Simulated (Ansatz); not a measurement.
# BeH2 (model cell, started as rutile): phonons and vibrational spectra, part 2 of 3

How does BeH2 (model cell, started as rutile) vibrate, and is this structure a minimum?

Ansatz 0.2.0; DFT PBEsol, scalar-relativistic, plane waves, PAW.

So far. Step 4 (Tight relaxation): The largest force component left is 0.31 meV/Å and the pressure is 0.000 GPa, within the tolerances set. The cell now holds 5.57 Å³/atom. The relaxed cell has a = 3.809, c = 2.302 Å (conventional setting).

The structure was built from a prototype and need not be the compound's stable phase.

## 5. Modes at Γ

The zone centre comes first: it holds the modes that light can see, as far as symmetry allows. The response to a homogeneous field gives the Born charges and the dielectric tensor, and its change with displacement the Raman tensors.

The input, input.yaml:

```yaml
crystal:
  lattice:
    - [3.8085336284, 0.0, 0.0]
    - [0.0, 3.8085336284, 0.0]
    - [0.0, 0.0, 2.3022577686]
  atoms:
    - { symbol: Be, position: [0.0, 0.0, 0.0] }
    - { symbol: Be, position: [0.5, 0.5, 0.5] }
    - { symbol: H, position: [0.3028526151, 0.3028526151, 0.0] }
    - { symbol: H, position: [0.6971473849, 0.6971473849, 0.0] }
    - { symbol: H, position: [0.8028526151, 0.1971473849, 0.5] }
    - { symbol: H, position: [0.1971473849, 0.8028526151, 0.5] }
kpoints:
  mp_grid: { grid: [6, 6, 8] }
hamiltonian:
  xc: pbesol
scf:
  occupations: { method: fixed }
output:
  eigenvalues: true
phonons:
  method: dfpt
  dielectric: true
  rigid_motions: translations
  raman: true
```

The run is started by

```
$ ansatz run input.yaml --threads 8 --pin off --max-ram 14336MiB --backend cpu --events-out ev --progress --plain --runs-dir out
```

Numbers of over 12 decimals in the logs are rounded to 6 here.

Output:

```text
[...]
Crystal: 6 atoms, lattice volume = 33.394 Å³
Basis set: ecut = 420 eV, 655 PW (Γ), exchange–correlation on 60×60×32 points (8 copies of the dense FFT grid, shifted against one another)
Bands: 10, of which v1, the nominal top of the filled ones, is band 4 counted from 1 (3 counted from 0)
Symmetry: 16 space group operations
k-points: 148 of 288 (irreducible under 1 space group operation, time reversal used)
[...]
SCF iter   1: F=—  HF=-242.888047 eV  |F-HF|=—  |Δ(HF+E_count)|=         —  Δρ=5.55e-3  dr2=6.28e-3  ethr=1.77e-3  ⟨swp⟩=5.0  Hψ=9204  notcnv=0  defer=463
[...]
SCF iter   6: F=-242.886970 eV  HF=-242.886970 eV  |F-HF|=6.05e-12  |Δ(HF+E_count)|=  4.28e-11  Δρ=1.65e-7  dr2=3.92e-12  ethr=1.25e-12  ⟨swp⟩=9.4  Hψ=7172  notcnv=0
SCF 1 converged in 6 iterations: F = -242.886970 eV  dr2 = 3.92e-12
[...]
DFPT response loops at Γ: preconditioner auto → none (the input reference at scf.mixing.eps_inf says where Resta's filter doesn't serve); β = 0.50; Broyden in place of MSR1
── the response to a field inside a basis, on 10×10×16 k-points: an SCF that follows is theirs, and a resumed run solves both again ──
Bands: 5, of which v1, the nominal top of the filled ones, is band 4 counted from 1 (3 counted from 0)
k-points: 120
[...]
Eigensolver: Dense (120 Hₖ)
SCF iter   1: F=—  HF=-242.888534 eV  |F-HF|=—  |Δ(HF+E_count)|=         —  Δρ=3.82e-4  dr2=7.29e-6  ethr=1.00e-1
[...]
SCF iter   4: F=-242.888544 eV  HF=-242.888544 eV  |F-HF|=4.23e-12  |Δ(HF+E_count)|=   3.21e-9  Δρ=2.10e-7  dr2=7.50e-12  ethr=3.96e-11
SCF 1 converged in 4 iterations: F = -242.888544 eV  dr2 = 7.50e-12
[...]
WARN: field response: ε∞ stands inside a basis, on 10×10×16 points; the force constants stand on the 6×6×8 k-mesh, whose period is 11.04 times the interband length at k = (-0.5000, -0.5000, -0.5000), direct gap 4.865 eV, under 14: take them and everything formed from them as unconverged, and compare with a denser kpoints.mp_grid
SCF converged after 6 iterations
Free energy (F): -242.886970 eV
[...]
Internal energy: -242.886970 eV  (E = F + TS)
E sigma→0 (E₀):  -242.886970 eV
Fermi energy:    2.721694 eV
[...]
--- Band table (eV; the first three rows and the last of 148) ---
[...]
--- Phonons (Γ-DFPT): 4 representative perturbations + reference, on 148 of 288 k-points (Σ response iterations 14) ---
  k mesh reduced under 1 symmetry operation, with k and −k counted as one. Each operation leaves every solved perturbation unchanged. A smaller set is not considered because the run solves the response to a homogeneous field
  ASR residual: 6.344e-5 → 0.000e0 eV/Å²; symmetrization residual: 8.894e-8 eV/Å²
  ASR residual per site (eV/Å²): 1.97e-5 1.97e-5 6.34e-5 6.34e-5 6.34e-5 6.34e-5
  Γ frequencies (cm⁻¹): 0.00 0.00 0.00 244.90 396.04 396.04 427.13 685.59 685.59 911.89 970.94 1180.44 1180.44 1248.95 1276.18 1276.18 1573.01 1743.07
  ε∞ (high-frequency dielectric tensor):
        6.486270     0.000000     0.000000
        0.000000     6.486270     0.000000
        0.000000     0.000000     6.376728
  ε⁰ (static dielectric tensor: ions relaxed, cell fixed):
       27.932065    -0.000000    -0.000000
       -0.000000    27.932065    -0.000000
       -0.000000    -0.000000    14.344552
  ε⁰ − ε∞ (ionic part):
       21.445794    -0.000000    -0.000000
       -0.000000    21.445794    -0.000000
       -0.000000    -0.000000     7.967823
  softest optical mode at Γ: 244.90 cm⁻¹; the repairs (sum rule, projections) moved no ω² at Γ by more than (4.55 cm⁻¹)²
  Born effective charges Z* (e; rows j = field, columns β = displacement):
    site 0:
         1.95750    0.56356    0.00000
         0.56356    1.95750    0.00000
         0.00000    0.00000    2.04918
    site 1:
         1.95750   -0.56356    0.00000
        -0.56356    1.95750    0.00000
         0.00000    0.00000    2.04918
    site 2:
        -0.97875   -0.48348    0.00000
        -0.48348   -0.97875    0.00000
         0.00000    0.00000   -1.02459
    site 3:
        -0.97875   -0.48348    0.00000
        -0.48348   -0.97875    0.00000
         0.00000    0.00000   -1.02459
    site 4:
        -0.97875    0.48348    0.00000
         0.48348   -0.97875    0.00000
         0.00000    0.00000   -1.02459
    site 5:
        -0.97875    0.48348    0.00000
         0.48348   -0.97875    0.00000
         0.00000    0.00000   -1.02459
  Z* charge neutrality: 2.366e-3 e pre-enforcement
  solved inside a basis spanned on kpoints, on 10×10×16 k-points transformed towards the longest dipole: ε∞ is read to err by 2.3e-2, Z* by 8.5e-3 e (field_mesh: kpoints solves on kpoints); Z* is corrected for what the basis lacks
  Raman tensors (in the event stream and the table raman_tensors.tsv): an entry may err by 6.4e-2 Å², one of the second-order susceptibility by 5.4e-19 pm/V (basis, points and sum rule); their sum over the sites missed zero by 6.661e-16 Å² ahead of its enforcement
  optical modes at Γ without the LO–TO term, one row a degenerate level:
      ω (cm⁻¹)  modes    IR ((D/Å)²/amu)  static Raman (Å⁴/amu)  depolarisation
        244.90      1             0.0000                 0.0000               —
        396.04      2            75.5370                 0.0000               —
        427.13      1             0.0000                40.2947           0.750
        685.59      2            50.3924                 0.0000               —
        911.89      1             0.0000                 0.0000               —
        970.94      1           117.6080                 0.0000               —
       1180.44      2             0.0000               212.0376           0.750
       1248.95      1             0.0000                 0.0000               —
       1276.18      2           134.7626                 0.0000               —
       1573.01      1             0.0000               600.6428           0.106
       1743.07      1             0.0000                71.6444           0.750
  optical modes at Γ + LO–TO along q̂ = [1.0000, 0.0000, 0.0000]:
      ω (cm⁻¹)  modes    IR ((D/Å)²/amu)  static Raman (Å⁴/amu)  depolarisation
        244.90      1             0.0000                 0.0000               —
        396.04      1            37.7685                 0.0000               —
        427.13      1             0.0000                40.2947           0.750
        535.95      1             3.4233                 0.0000               —
        685.59      1            25.1962                 0.0000               —
        841.12      1            15.8458                 0.0000               —
        911.89      1             0.0000                 0.0000               —
        970.94      1           117.6080                 0.0000               —
       1180.44      2             0.0000               212.0376           0.750
       1248.95      1             0.0000                 0.0000               —
       1276.18      1            67.3813                 0.0000               —
       1573.01      1             0.0000               600.6428           0.106
       1595.08      1           111.0769                 0.0000               —
       1743.07      1             0.0000                71.6444           0.750
  optical modes at Γ + LO–TO along q̂ = [0.0000, 1.0000, 0.0000]:
      ω (cm⁻¹)  modes    IR ((D/Å)²/amu)  static Raman (Å⁴/amu)  depolarisation
        244.90      1             0.0000                 0.0000               —
        396.04      1            37.7685                 0.0000               —
        427.13      1             0.0000                40.2947           0.750
        535.95      1             3.4233                 0.0000               —
        685.59      1            25.1962                 0.0000               —
        841.12      1            15.8458                 0.0000               —
        911.89      1             0.0000                 0.0000               —
        970.94      1           117.6080                 0.0000               —
       1180.44      2             0.0000               212.0376           0.750
       1248.95      1             0.0000                 0.0000               —
       1276.18      1            67.3813                 0.0000               —
       1573.01      1             0.0000               600.6428           0.106
       1595.08      1           111.0769                 0.0000               —
       1743.07      1             0.0000                71.6444           0.750
  optical modes at Γ + LO–TO along q̂ = [0.0000, 0.0000, 1.0000]:
      ω (cm⁻¹)  modes    IR ((D/Å)²/amu)  static Raman (Å⁴/amu)  depolarisation
        244.90      1             0.0000                 0.0000               —
        396.04      2            75.5370                 0.0000               —
        427.13      1             0.0000                40.2947           0.750
        685.59      2            50.3924                 0.0000               —
        911.89      1             0.0000                 0.0000               —
       1180.44      2             0.0000               212.0376           0.750
       1248.95      1             0.0000                 0.0000               —
       1276.18      2           134.7626                 0.0000               —
       1456.26      1           117.6080                 0.0000               —
       1573.01      1             0.0000               600.6428           0.106
       1743.07      1             0.0000                71.6444           0.750
```

Wall time 20 s (8 threads of Arm Neoverse V1, shared host); peak memory 0.76 GiB.

Numbers from this step:

- sum-rule residual before enforcement: 6.34e-5 eV/Å²
- miss of the charge sum rule: 0.002366 e
- estimated error of the dielectric tensor: 0.02253
- estimated error of the Born charges: 0.008458 e
- point group: 4/mmm
- highest optical mode at the zone centre (no LO-TO term): 1743 cm⁻¹
- lowest optical zone-centre mode: 244.9 cm⁻¹
- mean high-frequency dielectric constant: 6.450
- largest Born charge (third of the trace): 1.988 e
- mean static dielectric constant: 23.40
- top of the zone-centre spectrum with the field: 1743 cm⁻¹

Without the LO-TO term. Patterns of degenerate modes are one choice out of their space. Modes at Γ, with each element's share of the kinetic energy:

| mode | frequency (cm⁻¹) | symmetry | Be % | H % |
| --- | --- | --- | --- | --- |
| 1 | 0.0 | acoustic | 82 | 18 |
| 2 | 0.0 | acoustic | 82 | 18 |
| 3 | 0.0 | acoustic | 82 | 18 |
| 4 | 244.9 | B1u | 98 | 2 |
| 5 | 396.0 | Eu | 79 | 21 |
| 6 | 396.0 | Eu | 79 | 21 |
| 7 | 427.1 | B1g | 0 | 100 |
| 8 | 685.6 | Eu | 31 | 69 |
| 9 | 685.6 | Eu | 31 | 69 |
| 10 | 911.9 | A2g | 0 | 100 |
| 11 | 970.9 | A2u | 18 | 82 |
| 12 | 1180.4 | Eg | 0 | 100 |
| 13 | 1180.4 | Eg | 0 | 100 |
| 14 | 1249.0 | B1u | 2 | 98 |
| 15 | 1276.2 | Eu | 8 | 92 |
| 16 | 1276.2 | Eu | 8 | 92 |
| 17 | 1573.0 | A1g | 0 | 100 |
| 18 | 1743.1 | B2g | 0 | 100 |

Displacements in mode 4 (244.9 cm⁻¹), the largest set to 1:
```
Be1  0.00  0.00  1.00
Be2  0.00  0.00 -1.00
H3   0.00  0.00 -0.32
H4   0.00  0.00 -0.32
H5   0.00  0.00  0.32
H6   0.00  0.00  0.32
```

Displacements in mode 6 (396.0 cm⁻¹), the largest set to 1:
```
Be1  0.93  0.42  0.00
Be2 -0.83  0.02  0.00
H3  -0.14 -0.96  0.00
H4  -0.14 -0.96  0.00
H5  -0.30 -1.00  0.00
H6  -0.30 -1.00  0.00
```

Optical modes at the zone centre, without and with the macroscopic field of the longitudinal modes; each column is sorted by frequency, so a row need not hold one and the same mode. Modes with and without the field, by row:

| rank among optical modes | no field (cm⁻¹) | q along (1, 0, 0) (cm⁻¹) | q along (0, 0, 1) (cm⁻¹) |
| --- | --- | --- | --- |
| 1 | 244.9 | 244.9 | 244.9 |
| 2 | 396 | 396 | 396 |
| 3 | 396 | 427.1 | 396 |
| 4 | 427.1 | 536 | 427.1 |
| 5 | 685.6 | 685.6 | 685.6 |
| 6 | 685.6 | 841.1 | 685.6 |
| 7 | 911.9 | 911.9 | 911.9 |
| 8 | 970.9 | 970.9 | 1180 |
| 9 | 1180 | 1180 | 1180 |
| 10 | 1180 | 1180 | 1249 |
| 11 | 1249 | 1249 | 1276 |
| 12 | 1276 | 1276 | 1276 |
| 13 | 1276 | 1573 | 1456 |
| 14 | 1573 | 1595 | 1573 |
| 15 | 1743 | 1743 | 1743 |

Born charge (rows field, columns displacement) (e), principal values of the symmetric part by kind of site:

| atom | atoms with these values | low | middle | high | mean |
| --- | --- | --- | --- | --- | --- |
| Be1 | 2 | 1.39 | 2.05 | 2.52 | 1.99 |
| H3 | 4 | -1.46 | -1.02 | -0.50 | -0.99 |

In full for Be1:

```
1.96 0.56 0.00
0.56 1.96 0.00
0.00 0.00 2.05
```

High-frequency dielectric tensor:

```
6.49 0.00 0.00
0.00 6.49 0.00
0.00 0.00 6.38
```

Static dielectric tensor (ions relaxed, fixed cell):

```
27.93  0.00  0.00
 0.00 27.93  0.00
 0.00  0.00 14.34
```

Transverse modes. Lines of the infrared spectrum (strongest = 100):

| position (cm⁻¹) | label | relative intensity |
| --- | --- | --- |
| 245 | B1u | 0.0 |
| 396 | Eu | 56 |
| 427 | B1g | 0.0 |
| 686 | Eu | 37 |
| 912 | A2g | 0.0 |
| 971 | A2u | 87 |
| 1180 | Eg | 0.0 |
| 1249 | B1u | 0.0 |
| 1276 | Eu | 100 |
| 1573 | A1g | 0.0 |
| 1743 | B2g | 0.0 |

Activity x (w_L - w)^4 (n + 1)/w, 532 nm, 300 K; modes without the macroscopic field alone. Lines of the Raman spectrum (strongest = 100):

| position (cm⁻¹) | label | relative intensity |
| --- | --- | --- |
| 245 | B1u | 0.0 |
| 396 | Eu | 0.0 |
| 427 | B1g | 37 |
| 686 | Eu | 0.0 |
| 912 | A2g | 0.0 |
| 971 | A2u | 0.0 |
| 1180 | Eg | 52 |
| 1249 | B1u | 0.0 |
| 1276 | Eu | 0.0 |
| 1573 | A1g | 100 |
| 1743 | B2g | 10 |

Before it was imposed, the acoustic sum rule was missed by 6.3e-5 eV/Å² and the charge sum rule by 0.0024 e. Small misses are needed for a sound result but don't prove that mesh and cutoff are converged. The lowest optical mode is real, 245 cm⁻¹.

The log warns of the k mesh: “the force constants stand on the 6×6×8 k-mesh, whose period is 11.04 times the interband length at k = (-0.5000, -0.5000, -0.5000), direct gap 4.865 eV, under 14: take them and everything formed from them as unconverged”.

(Part 2 of 3 ends here.)

[Logs are printed without paths, hosts, clocks, repeated set-up lines and the standing remarks that a program may print on its own settings, such as how far it seeks lower states.]

[Hosts, paths, dates, database ids (printed as entryN), source tags and the programs' standing remarks are cut or masked in the printed files.]
